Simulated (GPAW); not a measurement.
# CsCu2I3 (Cmcm): G0W0 with GPAW, start to end

How does a plane-wave GW calculation on CsCu2I3 (Cmcm) run from the first input to the gap?

Main program and level: GPAW 26.7.0; LDA and many-body steps on it, plane waves.

This is a report of a sequence of runs, with most program output left out.

### Step 1. Set-up

Symmetry: Cmcm, No. 63, orthorhombic system. Conventional cell: a = 10.548 Å, b = 13.172 Å, c = 6.097 Å, α = 90.00°, β = 90.00°, γ = 90.00°. Cs has 10 I at 3.88 to 4.47 Å nearest. Nearest to Cu lie 4 I at 2.60 to 2.70 Å. Nearest to I lie 4 Cu at 2.70 Å and 2 Cs at 4.09 Å. I has 2 Cu at 2.60 Å and 4 Cs at 3.88 to 4.47 Å nearest. Farther neighbours and most contacts between anions are not listed.

The cell and positions come from the Crystallography Open Database and are kept as given unless a step says otherwise. Spin-orbit coupling is left out unless a step names it.

### Step 2. Ground state

This step: GPAW 26.7.0; DFT, LDA, plane waves, PAW.

The ground-state density comes first.

run.py

```python
import json
import numpy as np
from gpaw.mpi import world
from ase import Atoms
from gpaw import GPAW, PW, FermiDirac

atoms = Atoms(['Cs', 'Cs', 'Cu', 'Cu', 'Cu', 'Cu', 'I', 'I', 'I', 'I', 'I', 'I'],
    cell=[[5.2739500000, -6.5862500000, 0.0000000000],
      [5.2739500000, 6.5862500000, 0.0000000000],
      [0.0000000000, 0.0000000000, 6.0971800000]],
    scaled_positions=[[0.3278000000, 0.6722000000, 0.2500000000],
      [0.6722000000, 0.3278000000, 0.7500000000],
      [0.8510000000, 0.8510000000, 0.0000000000],
      [0.1490000000, 0.1490000000, 0.5000000000],
      [0.1490000000, 0.1490000000, 0.0000000000],
      [0.8510000000, 0.8510000000, 0.5000000000],
      [0.8796000000, 0.1204000000, 0.2500000000],
      [0.1204000000, 0.8796000000, 0.7500000000],
      [0.8360000000, 0.5980000000, 0.2500000000],
      [0.1640000000, 0.4020000000, 0.7500000000],
      [0.5980000000, 0.8360000000, 0.7500000000],
      [0.4020000000, 0.1640000000, 0.2500000000]],
    pbc=(True, True, True))
calc = GPAW(mode=PW(600),
    xc='LDA',
    kpts={'size': (4, 4, 4), 'gamma': True},
    occupations=FermiDirac(0.001),
    nbands=-12,
    convergence={'density': 1e-6, 'bands': -3},
    maxiter=100,
    txt='gs.txt')
atoms.calc = calc
res = {'energy': atoms.get_potential_energy()}
kpts = calc.get_ibz_k_points()
res['kpts'] = kpts
res['eigenvalues'] = [calc.get_eigenvalues(kpt=k) for k in range(len(kpts))]
res['n_electrons'] = calc.get_number_of_electrons()
calc.write('gs.gpw')

if world.rank == 0:
    with open('result.json', 'w') as f:
        json.dump(res, f, default=lambda x: x.tolist())
```

On the command line:

```sh
mpirun -n 4 gpaw python run.py
```

Wall time 1.9 min (4 MPI ranks of Intel Xeon 6975P-C (Granite Rapids), shared host); peak memory 1.9 GiB.

Numbers from this step:

| Quantity | Value |
| --- | --- |
| total energy | -39.51 eV |
| gap | 1.781 eV |
| k of the valence top | 0, 0, 0 |
| k of the conduction bottom | 0, 0, 0 |
| least direct gap | 1.781 eV |

The gap is direct, at Γ.

### Step 3. Bands along the symmetry lines

Levels along a band path, at the cheap level, show where the edges lie and whether the meshes to come will hold them.

run.py

```python
import json
import numpy as np
from gpaw.mpi import world
from gpaw import GPAW

path = [[0.000000, 0.000000, 0.000000],
    [-0.062500, 0.062500, 0.000000],
    [-0.125000, 0.125000, 0.000000],
    [-0.187500, 0.187500, 0.000000],
    [-0.250000, 0.250000, 0.000000],
    [-0.312500, 0.312500, 0.000000],
    [-0.375000, 0.375000, 0.000000],
    [-0.437500, 0.437500, 0.000000],
    [-0.500000, 0.500000, 0.000000],
    [-0.488788, 0.511212, 0.000000],
    [-0.477575, 0.522425, 0.000000],
    [-0.466363, 0.533637, 0.000000],
    [-0.455150, 0.544850, 0.000000],
    [-0.443938, 0.556062, 0.000000],
    [-0.432726, 0.567274, 0.000000],
    [-0.421513, 0.578487, 0.000000],
    [-0.410301, 0.589699, 0.000000],
    [0.410301, 0.410301, 0.000000],
    [0.359013, 0.359013, 0.000000],
    [0.307726, 0.307726, 0.000000],
    [0.256438, 0.256438, 0.000000],
    [0.205150, 0.205150, 0.000000],
    [0.153863, 0.153863, 0.000000],
    [0.102575, 0.102575, 0.000000],
    [0.051288, 0.051288, 0.000000],
    [0.000000, 0.000000, 0.000000],
    [0.000000, 0.000000, 0.062500],
    [0.000000, 0.000000, 0.125000],
    [0.000000, 0.000000, 0.187500],
    [0.000000, 0.000000, 0.250000],
    [0.000000, 0.000000, 0.312500],
    [0.000000, 0.000000, 0.375000],
    [0.000000, 0.000000, 0.437500],
    [0.000000, 0.000000, 0.500000],
    [0.051288, 0.051288, 0.500000],
    [0.102575, 0.102575, 0.500000],
    [0.153863, 0.153863, 0.500000],
    [0.205150, 0.205150, 0.500000],
    [0.256438, 0.256438, 0.500000],
    [0.307726, 0.307726, 0.500000],
    [0.359013, 0.359013, 0.500000],
    [0.410301, 0.410301, 0.500000],
    [-0.410301, 0.589699, 0.500000],
    [-0.421513, 0.578487, 0.500000],
    [-0.432726, 0.567274, 0.500000],
    [-0.443938, 0.556062, 0.500000],
    [-0.455150, 0.544850, 0.500000],
    [-0.466363, 0.533637, 0.500000],
    [-0.477575, 0.522425, 0.500000],
    [-0.488788, 0.511212, 0.500000],
    [-0.500000, 0.500000, 0.500000],
    [-0.500000, 0.500000, 0.437500],
    [-0.500000, 0.500000, 0.375000],
    [-0.500000, 0.500000, 0.312500],
    [-0.500000, 0.500000, 0.250000],
    [-0.500000, 0.500000, 0.187500],
    [-0.500000, 0.500000, 0.125000],
    [-0.500000, 0.500000, 0.062500],
    [-0.500000, 0.500000, 0.000000],
    [0.000000, 0.000000, 0.000000],
    [0.000000, 0.062500, 0.000000],
    [0.000000, 0.125000, 0.000000],
    [0.000000, 0.187500, 0.000000],
    [0.000000, 0.250000, 0.000000],
    [0.000000, 0.312500, 0.000000],
    [0.000000, 0.375000, 0.000000],
    [0.000000, 0.437500, 0.000000],
    [0.000000, 0.500000, 0.000000],
    [0.000000, 0.500000, 0.062500],
    [0.000000, 0.500000, 0.125000],
    [0.000000, 0.500000, 0.187500],
    [0.000000, 0.500000, 0.250000],
    [0.000000, 0.500000, 0.312500],
    [0.000000, 0.500000, 0.375000],
    [0.000000, 0.500000, 0.437500],
    [0.000000, 0.500000, 0.500000],
    [0.000000, 0.437500, 0.500000],
    [0.000000, 0.375000, 0.500000],
    [0.000000, 0.312500, 0.500000],
    [0.000000, 0.250000, 0.500000],
    [0.000000, 0.187500, 0.500000],
    [0.000000, 0.125000, 0.500000],
    [0.000000, 0.062500, 0.500000],
    [0.000000, 0.000000, 0.500000],
    [-0.062500, 0.062500, 0.500000],
    [-0.125000, 0.125000, 0.500000],
    [-0.187500, 0.187500, 0.500000],
    [-0.250000, 0.250000, 0.500000],
    [-0.312500, 0.312500, 0.500000],
    [-0.375000, 0.375000, 0.500000],
    [-0.437500, 0.437500, 0.500000],
    [-0.500000, 0.500000, 0.500000]]
calc = GPAW('gs.gpw').fixed_density(kpts=path,
    symmetry='off',
    nbands=62,
    convergence={'bands': 58},
    txt='bands.txt')
res = {}
kpts = calc.get_ibz_k_points()
res['kpts'] = kpts
res['eigenvalues'] = [calc.get_eigenvalues(kpt=k) for k in range(len(kpts))]
res['n_electrons'] = calc.get_number_of_electrons()

if world.rank == 0:
    with open('result.json', 'w') as f:
        json.dump(res, f, default=lambda x: x.tolist())
```

On the command line:

```sh
mpirun -n 4 gpaw python run.py
```

It took 7.3 min on 4 MPI ranks; peak memory 3.4 GiB.

This step gave:

| Quantity | Value |
| --- | --- |
| gap | 1.781 eV |
| k of the valence top | 0, 0, 0 |
| k of the conduction bottom | 0, 0, 0 |
| least direct gap | 1.781 eV |

The gap is 1.781 eV, as in the run before at this level.

The electronic bands at the labelled points (eV, zero at the top of the highest filled band):

```
     point  band 49  band 50  band 51  band 52  band 53  band 54  band 55  band 56
         Γ    -0.67    -0.21    -0.19     0.00     1.78     2.90     2.99     2.99
   halfway    -0.70    -0.55    -0.20    -0.12     2.50     3.02     3.20     3.26
         Y    -0.75    -0.73    -0.25    -0.21     3.05     3.25     3.42     3.52
   halfway    -0.75    -0.70    -0.25    -0.22     3.05     3.25     3.41     3.54
        C0    -0.74    -0.65    -0.26    -0.23     3.06     3.27     3.39     3.62
jump to Σ0    -0.74    -0.65    -0.26    -0.23     3.06     3.27     3.39     3.62
   halfway    -0.60    -0.36    -0.27    -0.24     2.55     3.02     3.21     3.32
         Γ    -0.67    -0.21    -0.19     0.00     1.78     2.90     2.99     2.99
   halfway    -0.57    -0.41    -0.26    -0.11     2.46     2.77     3.11     3.16
         Z    -0.41    -0.41    -0.37    -0.37     2.57     2.57     2.83     2.83
   halfway    -0.47    -0.47    -0.38    -0.38     2.95     2.95     3.12     3.12
        A0    -0.48    -0.48    -0.33    -0.33     3.60     3.60     3.68     3.68
jump to E0    -0.48    -0.48    -0.33    -0.33     3.60     3.60     3.68     3.68
   halfway    -0.47    -0.47    -0.33    -0.33     3.64     3.64     3.79     3.79
         T    -0.46    -0.46    -0.33    -0.33     3.64     3.64     3.85     3.85
   halfway    -0.70    -0.65    -0.34    -0.22     3.38     3.49     3.52     3.97
         Y    -0.75    -0.73    -0.25    -0.21     3.05     3.25     3.42     3.52
 jump to Γ    -0.67    -0.21    -0.19     0.00     1.78     2.90     2.99     2.99
   halfway    -0.59    -0.43    -0.22    -0.09     2.27     3.04     3.11     3.15
         S    -0.67    -0.50    -0.26    -0.12     2.85     3.13     3.21     3.25
   halfway    -0.53    -0.51    -0.23    -0.18     2.64     3.07     3.19     3.39
         R    -0.42    -0.42    -0.38    -0.38     3.00     3.00     3.46     3.46
   halfway    -0.45    -0.45    -0.38    -0.38     2.79     2.79     3.09     3.09
         Z    -0.41    -0.41    -0.37    -0.37     2.57     2.57     2.83     2.83
   halfway    -0.42    -0.42    -0.40    -0.40     3.07     3.07     3.33     3.33
         T    -0.46    -0.46    -0.33    -0.33     3.64     3.64     3.85     3.85
```

### Step 4. Empty states on the mesh, 2×2×2 mesh, 350 bands

The sums over transitions need many empty states on a uniform mesh; this step solves for them.

run.py

```python
import json
import numpy as np
from gpaw.mpi import world
from gpaw import GPAW

calc = GPAW('gs.gpw').fixed_density(kpts={'size': (2, 2, 2), 'gamma': True},
    nbands=408,
    convergence={'bands': 350},
    txt='nscf.txt')
calc.write('full.gpw', mode='all')
res = {}
kpts = calc.get_ibz_k_points()
res['kpts'] = kpts
res['eigenvalues'] = [calc.get_eigenvalues(kpt=k) for k in range(len(kpts))]
res['n_electrons'] = calc.get_number_of_electrons()

if world.rank == 0:
    with open('result.json', 'w') as f:
        json.dump(res, f, default=lambda x: x.tolist())
```

On the command line:

```sh
mpirun -n 4 gpaw python run.py
```

It took 4.1 min on 4 MPI ranks; peak memory 2.3 GiB; 16 min of CPU time.

Numbers from this step:

| Property | Result |
| --- | --- |
| gap | 1.781 eV |
| k of the valence top | 0, 0, 0 |
| k of the conduction bottom | 0, 0, 0 |
| least direct gap | 1.781 eV |
| k points computed | 6 |
| lowest point of the top converged band, above the valence top | 41.08 eV |

On this mesh the gap is 1.781 eV.

### Step 5. Screening and self-energy, 2×2×2 mesh, 340 bands, screening to 50 eV

G0W0 replaces the xc potential by the self-energy, built once from these orbitals. Only a window of levels is corrected, while the sums run over the empty bands that the input names.

This step: G0W0 on LDA, plane waves, PAW.

run.py

```python
import json
import numpy as np
from gpaw.mpi import world
from gpaw.response.g0w0 import G0W0

gw = G0W0('full.gpw',
    filename='gw',
    kpts=[0],
    bands=(50, 54),
    ecut=50,
    nbands=340,
    integrate_gamma='WS',
    ppa=True)
gw.calculate()
res = {mode: {k: v for k, v in r.items() if k != 'sigma_eskwn'}
       for mode, r in gw.all_results.items()}

if world.rank == 0:
    with open('result.json', 'w') as f:
        json.dump(res, f, default=lambda x: x.tolist())
```

On the command line:

```sh
mpirun -n 4 gpaw python run.py
```

Run time: 3 min. Hardware: 4 MPI ranks; peak memory 5.2 GiB; 12 min of CPU time.

Numbers from this step:

```
G0W0 gap on the points computed              : 3.599 eV
least direct G0W0 gap on the computed points : 3.599 eV
Z at the valence top                         : 0.7583
Z at the conduction bottom                   : 0.8280
starting gap on the mesh                     : 1.781 eV
k of the valence top                         : 0, 0, 0
k of the conduction bottom                   : 0, 0, 0
```

The gap on the mesh goes from 1.78 eV to 3.60 eV, a correction of +1.82 eV.

Limits: finite bands, cutoff and mesh; d shell near the gap, gap tends to lie low; no spin-orbit coupling; coarse k mesh. v1 is the top filled band, c1 the lowest empty one. The levels before and after the correction (eV, zero at the valence-band top of each column):

```
           conduction bottom  valence top
Kohn-Sham               1.78         0.00
     G0W0               3.60         0.00
```

```
           level  energy (eV)
Kohn-Sham   Γ v2       -0.190
Kohn-Sham   Γ v1        0.000
Kohn-Sham   Γ c1        1.781
Kohn-Sham   Γ c2        2.900
     G0W0   Γ v2       -0.254
     G0W0   Γ v1        0.000
     G0W0   Γ c1        3.599
     G0W0   Γ c2        4.348
```

### Step 6. Where the time went

Times are wall times on 4 MPI ranks of Intel Xeon 6975P-C (Granite Rapids), shared host, good to a factor of about two.

```
                          step     time  share  memory (GiB)
                  ground state  1.9 min   12 %           1.9
bands along the symmetry lines  7.3 min   45 %           3.4
      empty states on the mesh  4.1 min   25 %           2.3
     screening and self-energy    3 min   18 %           5.2
```

### Step 7. Summary of results

```
LDA gap              : 1.78 eV, direct
G0W0 gap on the mesh : 3.60 eV
GW settings          : 2×2×2 mesh, 340 bands, screening to 50 eV, Godby-Needs plasmon pole
known limits         : not at the basis limit; d shell near the gap, gap tends to lie low; no spin-orbit coupling; coarse k mesh
```

**Reading.** G0W0 moves the gap on the mesh from 1.78 eV to 3.60 eV (+1.82 eV), with Z of 0.76 and 0.83 at the edges. Only 1 of the mesh's irreducible points was corrected, so a valley elsewhere could overtake. The dearest step here is «bands along the symmetry lines». Bands and cutoff are finite, so the gap is not at the basis limit. The miss can reach some tenths of an eV and take either sign; the mesh is an error of its own. These stock PAW sets were not made for GW; the filled d or f shell of I lies in the frozen core, which bears on start and correction. In the G0W0 run levels were corrected at 1 k point alone, so a gap called «on the mesh» is the least over those, and an edge elsewhere would be missed. The 2×2×2 mesh is coarse for this cell, which bears on the long-range parts of exchange and screening. A d shell, filled or nearly so, lies near the gap. One-shot GW converges very slowly in bands there, not always from below, and on a semilocal start the gap tends to come out low; starts rich in exact exchange can overshoot instead. The many-body steps are scalar-relativistic: spin-orbit coupling is not in them.

[Paths, hosts, dates, memory and timing lines, banners, echoed tables and standing remarks are left out of the program output.]

[Logs are printed without paths, hosts, clocks, repeated set-up lines and the standing remarks that a program may print on its own settings, such as how far it seeks lower states.]

[Runs of the session that timed out or met a known fault of the program may be left out.]

[Hosts, paths, dates, database ids (printed as entryN), source tags and the programs' standing remarks are cut or masked in the printed files.]
